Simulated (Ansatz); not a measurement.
## Mo wire along [111], 37 atoms a period: bands along the axis

Wanted: the relaxed geometry and the bands of the Mo wire along [111], 37 atoms a period.

Program: Ansatz 0.2.0. Level of theory: DFT PBE, plane waves, PAW; relaxation of a wire's period; PAW set soft_1, in the first sound run; inputs show where later runs differ. Results are calculated unless marked as measured.

**1. The structure**

The cell holds 37 atoms: 37 Mo. Cell: a = 20.207 Å, b = 22.281 Å, c = 2.737 Å, α = 90.0°, β = 90.0°, γ = 90.0°. Vacuum lies along a and b. The structure's axis is c.

**2. Relaxing the period**

Band widths follow the bond lengths, so the wire is relaxed first. The atoms and the third cell vector are free; the box across stays fixed as vacuum. A Fermi-Dirac smearing is set since the result may be a metal. The pressure printed is a third of the stress's trace over the whole box, vacuum included; only the stress along the axis is relaxed.

Input file input.yaml:

```yaml
crystal:
  lattice:
    - [20.207, 0.0, 0.0]
    - [0.0, 22.281, 0.0]
    - [0.0, 0.0, 2.736640276]
  atoms:
    - { symbol: Mo, position: [0.168258524, 0.326295669, 0.0] }
    - { symbol: Mo, position: [0.168258524, 0.673694241, 0.0] }
    - { symbol: Mo, position: [0.278836909, 0.499994955, 0.0] }
    - { symbol: Mo, position: [0.389415295, 0.673694241, 0.0] }
    - { symbol: Mo, position: [0.49999368, 0.499994955, 0.0] }
    - { symbol: Mo, position: [0.49999368, 0.847393527, 0.0] }
    - { symbol: Mo, position: [0.610572065, 0.673694241, 0.0] }
    - { symbol: Mo, position: [0.168258524, 0.442095193, 0.333333333] }
    - { symbol: Mo, position: [0.278836909, 0.268395907, 0.333333333] }
    - { symbol: Mo, position: [0.278836909, 0.615794479, 0.333333333] }
    - { symbol: Mo, position: [0.389415295, 0.442095193, 0.333333333] }
    - { symbol: Mo, position: [0.389415295, 0.789493765, 0.333333333] }
    - { symbol: Mo, position: [0.49999368, 0.268395907, 0.333333333] }
    - { symbol: Mo, position: [0.49999368, 0.615794479, 0.333333333] }
    - { symbol: Mo, position: [0.610572065, 0.442095193, 0.333333333] }
    - { symbol: Mo, position: [0.610572065, 0.789493765, 0.333333333] }
    - { symbol: Mo, position: [0.72115045, 0.268395907, 0.333333333] }
    - { symbol: Mo, position: [0.72115045, 0.615794479, 0.333333333] }
    - { symbol: Mo, position: [0.831728835, 0.442095193, 0.333333333] }
    - { symbol: Mo, position: [0.168258524, 0.557894717, 0.666666667] }
    - { symbol: Mo, position: [0.278836909, 0.384195431, 0.666666667] }
    - { symbol: Mo, position: [0.278836909, 0.731594003, 0.666666667] }
    - { symbol: Mo, position: [0.389415295, 0.210496145, 0.666666667] }
    - { symbol: Mo, position: [0.389415295, 0.557894717, 0.666666667] }
    - { symbol: Mo, position: [0.49999368, 0.384195431, 0.666666667] }
    - { symbol: Mo, position: [0.49999368, 0.731594003, 0.666666667] }
    - { symbol: Mo, position: [0.610572065, 0.210496145, 0.666666667] }
    - { symbol: Mo, position: [0.610572065, 0.557894717, 0.666666667] }
    - { symbol: Mo, position: [0.72115045, 0.384195431, 0.666666667] }
    - { symbol: Mo, position: [0.72115045, 0.731594003, 0.666666667] }
    - { symbol: Mo, position: [0.831728835, 0.557894717, 0.666666667] }
    - { symbol: Mo, position: [0.389415295, 0.326295669, 0.0] }
    - { symbol: Mo, position: [0.49999368, 0.152596383, 0.0] }
    - { symbol: Mo, position: [0.610572065, 0.326295669, 0.0] }
    - { symbol: Mo, position: [0.72115045, 0.499994955, 0.0] }
    - { symbol: Mo, position: [0.831728835, 0.326295669, 0.0] }
    - { symbol: Mo, position: [0.831728835, 0.673694241, 0.0] }
kpoints:
  mp_grid: { grid: [1, 1, 30] }
scf:
  occupations: { method: fermi_dirac, width: 0.05 }
hamiltonian:
  xc: pbe
  pseudopotentials: { kind: paw, azcp: { folder: soft_1 } }
relax:
  cell: { fix: [a, b, alpha, beta, gamma] }
  max_steps: 45
  f_tol: 0.03
```

Started as:

```console
> ansatz run input.yaml --threads 16 --pin off --max-ram 61440MiB --backend cuda --events-out ev --progress --plain --runs-dir out --max-vram 78GiB
```

Numbers of over 12 decimals in the logs are rounded to 6 here.

Output:

```text
Engine: ansatz 0.2.0, aarch64-unknown-linux-gnu
Pseudopotentials: kind: paw
Pseudopotential: Mo, paw, valence charge 14, recommended cutoff 420 eV (normal), soft_1/Mo.paw.azcp
Functional definition: PBE
  parameter kappa = 0.804
  parameter beta = 0.066725
  exchange = pbe_x(kappa = kappa, mu = beta*pi^2/3)
  correlation = pbe_c(beta = beta)
[...]
Crystal: 37 atoms, lattice volume = 1232.123 Å³
Basis set: ecut = 420 eV, 24237 PW (Γ), exchange–correlation on 288×300×40 points (8 copies of the dense FFT grid, shifted against one another)
Bands: 311, of which v1, the nominal top of the filled ones, is band 259 counted from 1 (258 counted from 0)
Symmetry: 4 space group operations
Space group: P2/m (ITA 10), of the structure as read, at distance tolerance 1.1e-4 Å
k-points: 16 of 30
Non-local potential: Mo, projectors of the file, l = 0: 3, l = 1: 2, l = 2: 2, l = 3: 1
PAW form: soft (Blöchl's): semilocal exchange-correlation on the pseudo side does not see the compensation charge
PAW one-centre angular grid: Mo, 590 points (default); XC on 64 Gauss nodes
Initial density: superposition of atomic densities (neutral atoms: chi_scale 0, normalization atom)
Initial wavefunctions: pseudopotential atomic-orbital guess
[...]
Functional: x = pbe(κ = 0.804, μ = 0.219515), c = pbe(β = 0.066725)
SCF iter   1: F=—  HF=-183378.166845 eV  |F-HF|=—  |Δ(HF+E_count)|=         —  Δρ=7.37e-2  dr2=3.42e2  ethr=3.10e-3  ⟨swp⟩=9.6  Hψ=23478  notcnv=0
preconditioner: auto → LDOS  [metal: Δε(μ)=0.003 eV  Ē_g=4.207 eV  σ=0.050 eV  W_gap=0.01  n_scr=224 (ndim 8)  ℏωp=15.8 eV  f_vac=0.424  D(μ)=38.60/eV (n_scr^D=232)  β→1.0]
SCF iter   2: F=—  HF=-183360.419279 eV  |F-HF|=—  |Δ(HF+E_count)|=    1.77e1  Δρ=5.30e-2  dr2=1.41e2  ethr=3.10e-3  ⟨swp⟩=4.9  Hψ=13793  notcnv=0  defer=78
[...]
SCF iter  12: F=-183346.454281 eV  HF=-183346.454281 eV  |F-HF|=1.18e-8  |Δ(HF+E_count)|=   2.48e-7  Δρ=1.27e-6  dr2=4.04e-8  ethr=1.93e-11  ⟨swp⟩=2.9  Hψ=20122  notcnv=0
SCF 1 converged in 12 iterations: F = -183346.454281 eV  dr2 = 4.04e-8
  greatest PAW one-centre occupation: 0.999 electrons in one spin orbital (limit 2), on the Mo atom at site 4 (counted from 0), in its partial waves of l = 0
relax step   1: F+E_penalty+E_count = -183346.45428146 eV  Δ(F+E_penalty+E_count) = +0.000e0 eV  max|allowed force component| = 1.619e0 eV/Å  Δτ_max = 0.0000 Å  P = -5.098 GPa  Ω = 1232.123 Å³  fix = [a, b, alpha, beta, gamma]  reactions: a -4.717, b -4.683 GPa; alpha +0.006 GPa/rad  (12 SCF iters, dr2 threshold 1.00e-7 eV, accepted)
[...]
Crystal: 37 atoms, lattice volume = 1187.556 Å³
Basis set: ecut = 420 eV, 23345 PW (Γ), exchange–correlation on 288×300×40 points (8 copies of the dense FFT grid, shifted against one another)
[...]
iter 1 solved again at ethr=1.23e-3 eV; its pass at ethr=3.10e-3 eV (dr2=6.39e0 eV) is discarded
SCF iter   1: F=—  HF=-183347.992457 eV  |F-HF|=—  |Δ(HF+E_count)|=         —  Δρ=1.43e-2  dr2=6.45e0  ethr=1.23e-3  ⟨swp⟩=3.2  Hψ=29701  notcnv=0  defer=7
preconditioner: auto → LDOS  [metal: Δε(μ)=0.018 eV  Ē_g=4.002 eV  σ=0.050 eV  W_gap=0.09  n_scr=206 (ndim 8)  ℏωp=16.1 eV  f_vac=0.445  D(μ)=34.80/eV (n_scr^D=190)  β→1.0]
SCF iter   2: F=—  HF=-183347.795605 eV  |F-HF|=—  |Δ(HF+E_count)|=   1.97e-1  Δρ=7.06e-3  dr2=2.12e0  ethr=1.23e-3  ⟨swp⟩=4.4  Hψ=8972  notcnv=0  defer=13
[...]
SCF iter   8: F=-183347.506552 eV  HF=-183347.506552 eV  |F-HF|=3.64e-7  |Δ(HF+E_count)|=   2.27e-6  Δρ=6.80e-6  dr2=1.32e-6  ethr=7.14e-10  ⟨swp⟩=5.4  Hψ=17613  notcnv=0
SCF 2 converged in 8 iterations: F = -183347.506552 eV  dr2 = 1.32e-6
  greatest PAW one-centre occupation: 0.999 electrons in one spin orbital (limit 2), on the Mo atom at site 25 (counted from 0), in its partial waves of l = 0
relax step   2: F+E_penalty+E_count = -183347.50655170 eV  Δ(F+E_penalty+E_count) = -1.052e0 eV  max|allowed force component| = 1.181e0 eV/Å  Δτ_max = 0.1948 Å  P = +3.226 GPa  Ω = 1187.556 Å³  energy of the carried Pulay correction = +5.263e-3 eV  fix = [a, b, alpha, beta, gamma]  reactions: a +2.314, b +2.345 GPa; alpha +0.000 GPa/rad  (8 SCF iters, dr2 threshold 3.70e-6 eV, accepted)
[...]
Crystal: 37 atoms, lattice volume = 1209.020 Å³
[...]
SCF 3 converged in 8 iterations: F = -183348.171545 eV  dr2 = 4.59e-7
[...]
SCF 4 converged in 6 iterations: F = -183348.237937 eV  dr2 = 1.98e-6
[...]
SCF 5 converged in 7 iterations: F = -183348.252400 eV  dr2 = 1.89e-7
[...]
SCF 6 converged in 7 iterations: F = -183348.254802 eV  dr2 = 2.74e-8
[...]
SCF 7 converged in 6 iterations: F = -183348.252221 eV  dr2 = 6.01e-11
[...]
SCF converged after 6 iterations
[...]
--- Relaxed structure (6 steps of the walk, 6 accepted, 1 SCFs on fresh bases) ---
  F+E_penalty+E_count = -183348.25222119 eV   max|allowed force component| = 2.525e-2 eV/Å   (the final SCF, on the basis selected at the relaxed cell)
  cell:  # Å, volume = 1211.8878 Å³
    - [20.207, 0.0, 0.0]
    - [0.0, 22.281, 0]
    - [0.0, 0, 2.691695]
  atoms:
    - { symbol: Mo, position: [0.176821, 0.330701, 0.00331815] }
    - { symbol: Mo, position: [0.176821, 0.669299, -0.00331815] }
    - { symbol: Mo, position: [0.277192, 0.5, 3.4264217099203017e-19] }
    - { symbol: Mo, position: [0.388603, 0.674899, -0.000140317] }
    - { symbol: Mo, position: [0.5, 0.5, 3.4264217099203017e-19] }
    - { symbol: Mo, position: [0.5, 0.838384, 0.0023707] }
    - { symbol: Mo, position: [0.611397, 0.674899, -0.000140317] }
    - { symbol: Mo, position: [0.170731, 0.443075, 0.320135] }
    - { symbol: Mo, position: [0.280996, 0.269925, 0.319983] }
    - { symbol: Mo, position: [0.278714, 0.615823, 0.327229] }
    - { symbol: Mo, position: [0.390029, 0.442469, 0.338735] }
    - { symbol: Mo, position: [0.389770, 0.786946, 0.319459] }
    - { symbol: Mo, position: [0.5, 0.268359, 0.327807] }
    - { symbol: Mo, position: [0.5, 0.615103, 0.338524] }
    - { symbol: Mo, position: [0.609971, 0.442469, 0.338735] }
    - { symbol: Mo, position: [0.610230, 0.786946, 0.319459] }
    - { symbol: Mo, position: [0.719004, 0.269925, 0.319983] }
    - { symbol: Mo, position: [0.721286, 0.615823, 0.327229] }
    - { symbol: Mo, position: [0.829269, 0.443075, 0.320135] }
    - { symbol: Mo, position: [0.170731, 0.556925, 0.679865] }
    - { symbol: Mo, position: [0.278714, 0.384177, 0.672771] }
    - { symbol: Mo, position: [0.280996, 0.730075, 0.680017] }
    - { symbol: Mo, position: [0.389770, 0.213054, 0.680541] }
    - { symbol: Mo, position: [0.390029, 0.557531, 0.661265] }
    - { symbol: Mo, position: [0.5, 0.384897, 0.661476] }
    - { symbol: Mo, position: [0.5, 0.731641, 0.672193] }
    - { symbol: Mo, position: [0.610230, 0.213054, 0.680541] }
    - { symbol: Mo, position: [0.609971, 0.557531, 0.661265] }
    - { symbol: Mo, position: [0.721286, 0.384177, 0.672771] }
    - { symbol: Mo, position: [0.719004, 0.730075, 0.680017] }
    - { symbol: Mo, position: [0.829269, 0.556925, 0.679865] }
    - { symbol: Mo, position: [0.388603, 0.325101, 0.000140317] }
    - { symbol: Mo, position: [0.5, 0.161616, -0.0023707] }
    - { symbol: Mo, position: [0.611397, 0.325101, 0.000140317] }
    - { symbol: Mo, position: [0.722808, 0.5, 3.4264217099203017e-19] }
    - { symbol: Mo, position: [0.823179, 0.330701, 0.00331815] }
    - { symbol: Mo, position: [0.823179, 0.669299, -0.00331815] }
```

It took 27 s on 1 × NVIDIA GB200 with 16 threads of Arm Neoverse V2, shared host; peak memory 1.7 GiB.

Step by step:

```tsv
step	energy less that of the first step (eV)	largest force component (eV/Å)	pressure (GPa)	volume (Å³)
1	0.0000	1.6195	-5.10	1232.12
2	-1.0523	1.1812	3.23	1187.56
3	-1.7173	0.3463	-0.06	1209.02
4	-1.7837	0.1591	-0.26	1209.87
5	-1.7981	0.0495	-0.04	1210.87
6	-1.8005	0.0253	-0.02	1211.89
7	-1.7979	0.0253	-0.02	1211.89
```

The log counts 1 steps on a newly chosen plane-wave basis, not all of them marked here; energy and pressure can jump at such steps.

Forces are held to the 4 operations that the run works with; a distortion that breaks them can't arise in this run.

```tsv
cell as run	before	after	change
c (Å)	2.737	2.692	-1.6 %
```

The atoms that moved most (Å, along periodic axes as changes of fractional coordinates times the final cell, across vacuum about the mean position):

```tsv
atom	dx	dy	dz	length
Mo33	0.000	0.201	-0.006	0.201
Mo6	0.000	-0.201	0.006	0.201
Mo2	0.173	-0.098	-0.009	0.199
Mo1	0.173	0.098	0.009	0.199
Mo37	-0.173	-0.098	-0.009	0.199
Mo36	-0.173	0.098	0.009	0.199
Mo27	-0.007	0.057	0.037	0.068
Mo16	-0.007	-0.057	-0.037	0.068
```

This step gave:

```yaml
energy_at_zero_smearing: -183348.1178 eV
cell_length_along_the_wire: 2.692 Å
```

The cell's length comes to 2.692 Å with spin left out.

**3. Bands of the perfect wire**

This step: DFT PBE, plane waves, PAW; bands of a perfect wire; PAW set soft_1 (Ansatz 0.2.0).

At the relaxed period the bands are computed along the axis; those that cross an energy going forward count the channels that a perfect wire would open there.

Input file input.yaml:

```yaml
crystal:
  lattice:
    - [20.207, 0.0, 0.0]
    - [0.0, 22.281, 0.0]
    - [0.0, 0.0, 2.6916952327]
  atoms:
    - { symbol: Mo, position: [0.17682107, 0.330700687, 0.00331815] }
    - { symbol: Mo, position: [0.17682107, 0.669299313, 0.99668185] }
    - { symbol: Mo, position: [0.27719156, 0.5, 0.0] }
    - { symbol: Mo, position: [0.388602504, 0.674898602, 0.999859683] }
    - { symbol: Mo, position: [0.5, 0.5, 0.0] }
    - { symbol: Mo, position: [0.5, 0.838384316, 0.002370704] }
    - { symbol: Mo, position: [0.611397496, 0.674898602, 0.999859683] }
    - { symbol: Mo, position: [0.170730561, 0.44307467, 0.320135126] }
    - { symbol: Mo, position: [0.280995986, 0.269925408, 0.319983086] }
    - { symbol: Mo, position: [0.278713977, 0.615823392, 0.327229342] }
    - { symbol: Mo, position: [0.390029007, 0.442469448, 0.338734712] }
    - { symbol: Mo, position: [0.38976971, 0.786945899, 0.319459411] }
    - { symbol: Mo, position: [0.5, 0.268358821, 0.327806835] }
    - { symbol: Mo, position: [0.5, 0.615102747, 0.3385241] }
    - { symbol: Mo, position: [0.609970993, 0.442469448, 0.338734712] }
    - { symbol: Mo, position: [0.61023029, 0.786945899, 0.319459411] }
    - { symbol: Mo, position: [0.719004014, 0.269925408, 0.319983086] }
    - { symbol: Mo, position: [0.721286023, 0.615823392, 0.327229342] }
    - { symbol: Mo, position: [0.829269439, 0.44307467, 0.320135126] }
    - { symbol: Mo, position: [0.170730561, 0.55692533, 0.679864874] }
    - { symbol: Mo, position: [0.278713977, 0.384176608, 0.672770658] }
    - { symbol: Mo, position: [0.280995986, 0.730074592, 0.680016914] }
    - { symbol: Mo, position: [0.38976971, 0.213054101, 0.680540589] }
    - { symbol: Mo, position: [0.390029007, 0.557530552, 0.661265288] }
    - { symbol: Mo, position: [0.5, 0.384897253, 0.6614759] }
    - { symbol: Mo, position: [0.5, 0.731641179, 0.672193165] }
    - { symbol: Mo, position: [0.61023029, 0.213054101, 0.680540589] }
    - { symbol: Mo, position: [0.609970993, 0.557530552, 0.661265288] }
    - { symbol: Mo, position: [0.721286023, 0.384176608, 0.672770658] }
    - { symbol: Mo, position: [0.719004014, 0.730074592, 0.680016914] }
    - { symbol: Mo, position: [0.829269439, 0.55692533, 0.679864874] }
    - { symbol: Mo, position: [0.388602504, 0.325101398, 0.000140317] }
    - { symbol: Mo, position: [0.5, 0.161615684, 0.997629296] }
    - { symbol: Mo, position: [0.611397496, 0.325101398, 0.000140317] }
    - { symbol: Mo, position: [0.72280844, 0.5, 0.0] }
    - { symbol: Mo, position: [0.82317893, 0.330700687, 0.00331815] }
    - { symbol: Mo, position: [0.82317893, 0.669299313, 0.99668185] }
kpoints:
  mp_grid: { grid: [1, 1, 30] }
  band_path: { path: ["Γ", Z], npoints: 90 }
scf:
  occupations: { method: fermi_dirac, width: 0.05 }
hamiltonian:
  xc: pbe
  pseudopotentials: { kind: paw, azcp: { folder: soft_1 } }
output:
  dos: { e_range: [-5, 4] }
  write_potential: true
  write_density: true
  volumetric_format: npy
```

Output:

```text
[...]
Crystal: 37 atoms, lattice volume = 1211.888 Å³
Basis set: ecut = 420 eV, 23841 PW (Γ)
Bands: 311, of which v1, the nominal top of the filled ones, is band 259 counted from 1 (258 counted from 0)
[... 1 set-up line as in the run before ...]
[...]
k-points: 16 of 30
[...]
SCF iter   1: F=—  HF=-183378.469678 eV  |F-HF|=—  |Δ(HF+E_count)|=         —  Δρ=7.17e-2  dr2=2.69e2  ethr=3.10e-3  ⟨swp⟩=10.4  Hψ=24679  notcnv=0  defer=1
[...]
SCF iter   6: F=—  HF=-183348.251515 eV  |F-HF|=—  |Δ(HF+E_count)|=   9.71e-4  Δρ=4.16e-4  dr2=4.87e-3  ethr=7.72e-6  ⟨swp⟩=2.4  Hψ=7755  notcnv=0  defer=115
[...]
SCF iter  10: F=—  HF=-183348.252311 eV  |F-HF|=—  |Δ(HF+E_count)|=   3.93e-6  Δρ=6.73e-6  dr2=1.08e-6  ethr=9.23e-10  ⟨swp⟩=3.0  Hψ=9458  notcnv=0  defer=115
[...]
SCF iter  12: F=-183348.252311 eV  HF=-183348.252311 eV  |F-HF|=8.47e-9  |Δ(HF+E_count)|=   1.02e-7  Δρ=9.13e-7  dr2=2.80e-8  ethr=1.93e-11  ⟨swp⟩=14.4  Hψ=16190  notcnv=0
SCF 1 converged in 12 iterations: F = -183348.252311 eV  dr2 = 2.80e-8
[...]
NSCF: frozen V_eff on 91 k-points
[...]
SCF converged after 12 iterations
[...]
```

It took 29 s on 1 × NVIDIA GB200 with 16 threads; peak memory 3.1 GiB; 5 min of CPU time.

Numbers from this step:

- energy at zero smearing: -183348.1179 eV
- band gap on the path through both edges: 0 eV

Electronic bands along the path, in eV, zero at the Fermi level; # counts the bands kept:

```tsv
point	#29	#30	#31	#32	#33	#34	#35	#36
Γ	-0.07	-0.06	-0.06	-0.01	0.03	0.21	0.25	0.35
halfway	-0.63	-0.56	-0.54	-0.48	-0.48	-0.34	-0.27	-0.26
Z	0.59	0.62	0.63	0.67	0.67	0.81	0.81	0.94
```

Between Γ and Z the bands cross the Fermi level 39 times, so a perfect wire would conduct at least 39 G₀, with spin left out.

**4. Outcome**

| Item | Value |
| --- | --- |
| cell length, PBE | 2.692 Å |
| ballistic conductance by band crossings, a lower bound, PBE | 39 G₀ |

In words: Under PBE the cell's length is 2.69 Å, and the bands cross the Fermi level 39 times between Γ and Z, which gives a perfect wire at least 39 G₀ (opposite crossings within one step of the path cancel in such a count). No spin was allowed, though thin wires with open d shells can turn magnetic.

[Logs are printed without paths, hosts, clocks, repeated set-up lines and the standing remarks that a program may print on its own settings, such as how far it seeks lower states.]

[Hosts, paths, dates, database ids (printed as entryN), source tags and the programs' standing remarks are cut or masked in the printed files.]
